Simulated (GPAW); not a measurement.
# Cl/Pt(100): work function by functional and basis, part 3 of 4

Wanted: work functions and dipole of Cl/Pt(100), with the cost of each level.

GPAW 26.7.0; GPAW, PAW setups; slab in vacuum, relaxation (the session's first sound run).

So far, upper work function (eV): step 2 (relaxing the atoms, PBE, GPAW) 5.99; step 3 (plane waves, PBE) 5.99; step 4 (OptPBE vdW: xc = "optPBE-vdW", GPAW, PAW setups, GPAW) 6.25.

## Step 5: Self-consistent run: xc = "revPBE"

The same geometry under revPBE, to see how far the functional moves the levels against the vacuum.

The input, run.py:

```python
import json
import numpy as np
from ase import Atoms
from gpaw import GPAW, PW

slab = Atoms(
    ['Pt', 'Pt', 'Pt', 'Pt', 'Cl'],
    positions=[
        [1.38593, 1.38593, 9.00000],
        [0.00000, 0.00000, 10.96000],
        [1.38593, 1.38593, 12.96317],
        [-0.00000, 0.00000, 14.96099],
        [1.38593, 1.38593, 17.02843]],
    cell=[[2.77186, 0.0, 0.0], [0.0, 2.77186, 0.0], [0.0, 0.0, 25.43029]],
    pbc=[True, True, False])

slab.calc = GPAW(mode=PW(400), xc='revPBE', kpts={'size': (11, 11, 1), 'gamma': True},
                 occupations={'name': 'fermi-dirac', 'width': 0.1}, nbands='160%',
                 convergence={'density': 1e-05}, maxiter=200,
                 poissonsolver={'dipolelayer': 'xy'},
                 symmetry={'tolerance': 1e-3}, txt='slab.txt')
result = {}
energy = slab.get_potential_energy()
fermi = slab.calc.get_fermi_level()
v = slab.calc.get_electrostatic_potential().mean((0, 1)) - fermi
n = slab.calc.get_pseudo_density().mean((0, 1))
L = slab.cell[2, 2]
z = np.arange(len(v)) * L / len(v)
low, high = slab.positions[:, 2].min(), slab.positions[:, 2].max()
below, above = np.interp([low - 6.8, high + 6.8], z, v)
slopes = [np.interp(x, z, np.gradient(v, z)) for x in (low - 6.8, high + 6.8)]
eps = np.array([[slab.calc.get_eigenvalues(k, s) for k in range(len(slab.calc.get_ibz_k_points()))]
                for s in range(slab.calc.get_number_of_spins())]) - fermi
top, bottom = eps[eps < 0].max(), eps[eps > 0].min()
dipole = slab.get_dipole_moment()[2]
print(f'energy {energy:.4f} eV, Fermi level {fermi:.4f} eV, dipole {dipole:.5f} e A')
print(f'potential 6.8 A off the faces, from the Fermi level: lower {below:.4f} eV, upper {above:.4f} eV')
print(f'slope of the potential there: lower {slopes[0]:.5f}, upper {slopes[1]:.5f} eV/A')
print(f'nearest levels on the mesh: {top:.4f} and {bottom:.4f} eV')
print('magnetic moment', round(slab.get_magnetic_moment(), 3))
result.update(energy=energy, fermi=fermi, dipole=dipole, below=below, above=above, slopes=slopes, edges=[top, bottom],
              z=z.tolist(), v=v.tolist(), n=n.tolist(), positions=slab.positions.tolist(),
              forces=slab.get_forces(apply_constraint=False).tolist(), moments=slab.get_magnetic_moments().tolist())
json.dump(result, open('result.json', 'w'))
```

Started as:

```bash
OMP_NUM_THREADS=1 OPENBLAS_NUM_THREADS=1 python run.py
```

Log:

```text
energy -23.1462 eV, Fermi level 0.8063 eV, dipole -0.01694 e A
potential 6.8 A off the faces, from the Fermi level: lower 5.4964 eV, upper 5.8974 eV
slope of the potential there: lower -0.00002, upper 0.00010 eV/A
nearest levels on the mesh: -0.0105 and 0.0110 eV
magnetic moment 0.0
```

It took 2.9 min on 1 thread of Arm Neoverse V1, shared host; peak memory 0.25 GiB.

Numbers from this step:

```
dipole along the normal                    : -0.01694 e·Å
levels nearest the Fermi level on the mesh : -0.01051, 0.01099 eV from the Fermi level
upper work function                        : 5.897 eV
lower work function                        : 5.496 eV
```

Electrostatic potential energy of an electron (without an applied field's), less the Fermi level, planar mean against z:

```
z (Å)  electrostatic potential energy of an electron (without an applied field's), less the Fermi level, planar mean (eV)
  0.0                                                                                                                5.70
  0.5                                                                                                                5.50
  1.0                                                                                                                5.50
  1.5                                                                                                                5.50
  2.0                                                                                                                5.50
  2.5                                                                                                                5.50
  3.0                                                                                                                5.50
  3.5                                                                                                                5.50
  4.0                                                                                                                5.50
  4.5                                                                                                                5.50
  5.0                                                                                                                5.50
  5.5                                                                                                                5.49
  6.0                                                                                                                5.48
  6.5                                                                                                                5.44
  7.0                                                                                                                5.26
  7.5                                                                                                                4.54
  8.0                                                                                                                1.44
  8.5                                                                                                               -9.91
  9.0                                                                                                               -22.5
  9.5                                                                                                               -10.6
 10.0                                                                                                               -2.71
 10.5                                                                                                               -12.3
 11.0                                                                                                               -22.7
 11.5                                                                                                               -9.79
 12.0                                                                                                               -2.49
 12.5                                                                                                               -12.2
 13.0                                                                                                               -22.7
 13.5                                                                                                               -9.85
 14.0                                                                                                               -2.30
 14.5                                                                                                               -11.9
 15.0                                                                                                               -22.4
 15.5                                                                                                               -9.43
 16.0                                                                                                            -0.00902
 16.5                                                                                                               -4.52
 17.0                                                                                                               -20.9
 17.5                                                                                                               -5.31
 18.0                                                                                                                3.77
 18.5                                                                                                                5.51
 19.0                                                                                                                5.82
 19.5                                                                                                                5.88
 20.0                                                                                                                5.89
 20.5                                                                                                                5.90
 21.0                                                                                                                5.90
 21.5                                                                                                                5.90
 22.0                                                                                                                5.90
 22.5                                                                                                                5.90
 23.0                                                                                                                5.90
 23.5                                                                                                                5.90
 24.0                                                                                                                5.90
 24.5                                                                                                                5.90
 25.0                                                                                                                5.90
```

The upper face's work function is 5.897 eV, against 5.994 eV in the first plane-wave PBE run at this geometry.

## Step 6: Self-consistent run: xc = "vdW-DF2"

The same geometry under vdW-DF2, to see how far the functional moves the levels against the vacuum (the van der Waals functionals take revPBE setups).

Edit run.py of step 5 so:

```diff
@@ -16,3 +16,3 @@
 
-slab.calc = GPAW(mode=PW(400), xc='revPBE', kpts={'size': (11, 11, 1), 'gamma': True},
+slab.calc = GPAW(mode=PW(400), xc='vdW-DF2', kpts={'size': (11, 11, 1), 'gamma': True},
                  occupations={'name': 'fermi-dirac', 'width': 0.1}, nbands='160%',
```

Log:

```text
energy -685.7372 eV, Fermi level 0.5620 eV, dipole -0.02244 e A
potential 6.8 A off the faces, from the Fermi level: lower 5.9324 eV, upper 6.4632 eV
slope of the potential there: lower -0.00006, upper 0.00015 eV/A
nearest levels on the mesh: -0.0177 and 0.0287 eV
magnetic moment 0.0
```

It took 7.5 min on 1 thread; peak memory 0.37 GiB.

This step gave:

- dipole along the normal: -0.02244 e·Å
- levels nearest the Fermi level on the mesh: -0.01773, 0.02866 eV from the Fermi level
- upper work function: 6.463 eV
- lower work function: 5.932 eV

The upper face's work function is 6.463 eV, against 5.994 eV in the first plane-wave PBE run at this geometry.

## Step 7: Self-consistent run: xc = "LDA"

The same geometry under LDA, to see how far the functional moves the levels against the vacuum.

Edit run.py of step 6 so:

```diff
@@ -16,3 +16,3 @@
 
-slab.calc = GPAW(mode=PW(400), xc='vdW-DF2', kpts={'size': (11, 11, 1), 'gamma': True},
+slab.calc = GPAW(mode=PW(400), xc='LDA', kpts={'size': (11, 11, 1), 'gamma': True},
                  occupations={'name': 'fermi-dirac', 'width': 0.1}, nbands='160%',
```

Log:

```text
energy -31.4632 eV, Fermi level 0.4025 eV, dipole -0.00871 e A
potential 6.8 A off the faces, from the Fermi level: lower 6.0187 eV, upper 6.2259 eV
slope of the potential there: lower -0.00002, upper 0.00009 eV/A
nearest levels on the mesh: -0.0006 and 0.0354 eV
magnetic moment 0.0
```

Wall time 2.4 min (1 thread); peak memory 0.25 GiB.

Numbers from this step:

- dipole along the normal: -0.008708 e·Å
- levels nearest the Fermi level on the mesh: -5.52e-4, 0.03543 eV from the Fermi level
- upper work function: 6.226 eV
- lower work function: 6.019 eV

The upper face's work function is 6.226 eV, against 5.994 eV in the first plane-wave PBE run at this geometry.

## Step 8: Self-consistent run: xc = "RPBE"

The same geometry under RPBE, to see how far the functional moves the levels against the vacuum.

Edit run.py of step 7 so:

```diff
@@ -16,3 +16,3 @@
 
-slab.calc = GPAW(mode=PW(400), xc='LDA', kpts={'size': (11, 11, 1), 'gamma': True},
+slab.calc = GPAW(mode=PW(400), xc='RPBE', kpts={'size': (11, 11, 1), 'gamma': True},
                  occupations={'name': 'fermi-dirac', 'width': 0.1}, nbands='160%',
```

Log:

```text
energy -22.6529 eV, Fermi level 0.8208 eV, dipole -0.01794 e A
potential 6.8 A off the faces, from the Fermi level: lower 5.4767 eV, upper 5.9013 eV
slope of the potential there: lower -0.00003, upper 0.00010 eV/A
nearest levels on the mesh: -0.0116 and 0.0117 eV
magnetic moment 0.0
```

Elapsed: 2.7 min, on 1 thread; peak memory 0.25 GiB.

This step gave:

| Property | Result |
| --- | --- |
| dipole along the normal | -0.01794 e·Å |
| levels nearest the Fermi level on the mesh | -0.01156, 0.01175 eV from the Fermi level |
| upper work function | 5.901 eV |
| lower work function | 5.477 eV |

The upper face's work function is 5.901 eV, against 5.994 eV in the first plane-wave PBE run at this geometry.

## Step 9: Real-space grid: mode = "fd"

A real-space grid is a second complete basis, so it checks the plane-wave result.

Edit run.py of step 8 so:

```diff
@@ -3,3 +3,3 @@
 from ase import Atoms
-from gpaw import GPAW, PW
+from gpaw import GPAW
 
@@ -16,3 +16,3 @@
 
-slab.calc = GPAW(mode=PW(400), xc='RPBE', kpts={'size': (11, 11, 1), 'gamma': True},
+slab.calc = GPAW(mode='fd', h=0.18, xc='PBE', kpts={'size': (11, 11, 1), 'gamma': True},
                  occupations={'name': 'fermi-dirac', 'width': 0.1}, nbands='160%',
```

Log:

```text
energy -25.6695 eV, Fermi level -5.8150 eV, dipole -0.01504 e A
potential 6.8 A off the faces, from the Fermi level: lower 5.6379 eV, upper 5.9921 eV
slope of the potential there: lower -0.00000, upper 0.00000 eV/A
nearest levels on the mesh: -0.0069 and 0.0091 eV
magnetic moment 0.0
```

Wall time 14 min (1 thread); peak memory 1.2 GiB.

Numbers from this step:

```
dipole along the normal                    : -0.01504 e·Å
levels nearest the Fermi level on the mesh : -0.006877, 0.009078 eV from the Fermi level
upper work function                        : 5.992 eV
lower work function                        : 5.638 eV
```

The electrostatic potential energy of an electron (without an applied field's), less the Fermi level, planar mean oscillates, so the rows of the table below give means over windows of 2 Å about each position, cut where the curve ends. Its maxima inside the range that stand out by 2 % of the span (Å: eV): 10.0: -2.53, 12.0: -2.32, 14.0: -2.17, 16.1: 0.331. Its minima: 9.0: -22.5, 11.0: -22.8, 13.0: -22.9, 15.0: -22.6, 17.0: -21.1.

Table of electrostatic potential energy of an electron (without an applied field's), less the Fermi level, planar mean by z; means over each step:

z (Å), electrostatic potential energy of an electron (without an applied field's), less the Fermi level, planar mean (eV) and a bar from the least value:
```
     1.00        5.6 #############################
     3.00        5.6 #############################
     5.00        5.6 #############################
     7.00        4.9 ############################
     9.00      -10.9 #
    11.00      -11.8 
    13.00      -11.7 
    15.00      -11.3 #
    17.00       -7.1 ########
    19.00        5.7 #############################
    21.00        6.0 ##############################
    23.00        6.0 ##############################
    25.00        6.0 ##############################
```

The upper face's work function is 5.992 eV, against 5.994 eV in the first plane-wave PBE run at this geometry.

## Step 10: Atomic orbitals: mode = "lcao"

Atom-centred orbitals end a few angstrom from the surface, which tests how much the density's tail matters.

Edit run.py of step 9 so:

```diff
@@ -16,4 +16,4 @@
 
-slab.calc = GPAW(mode='fd', h=0.18, xc='PBE', kpts={'size': (11, 11, 1), 'gamma': True},
-                 occupations={'name': 'fermi-dirac', 'width': 0.1}, nbands='160%',
+slab.calc = GPAW(mode='lcao', basis='dzp', h=0.18, xc='PBE', kpts={'size': (11, 11, 1), 'gamma': True},
+                 occupations={'name': 'fermi-dirac', 'width': 0.1}, nbands='120%',
                  convergence={'density': 1e-05}, maxiter=200,
```

Log:

```text
energy -23.3318 eV, Fermi level -5.8758 eV, dipole -0.01381 e A
potential 6.8 A off the faces, from the Fermi level: lower 5.7132 eV, upper 6.0384 eV
slope of the potential there: lower 0.00000, upper 0.00000 eV/A
nearest levels on the mesh: -0.0064 and 0.0079 eV
magnetic moment 0.0
```

The job ended after 20 min (1 thread; peak memory 0.4 GiB).

Numbers from this step:

```
dipole along the normal                    : -0.01381 e·Å
levels nearest the Fermi level on the mesh : -0.006428, 0.007918 eV from the Fermi level
upper work function                        : 6.038 eV
lower work function                        : 5.713 eV
```

(Continued in part 4 of 4.)

[Logs are printed without paths, hosts, clocks, repeated set-up lines and the standing remarks that a program may print on its own settings, such as how far it seeks lower states.]

[Hosts, paths, dates, database ids (printed as entryN), source tags and the programs' standing remarks are cut or masked in the printed files.]
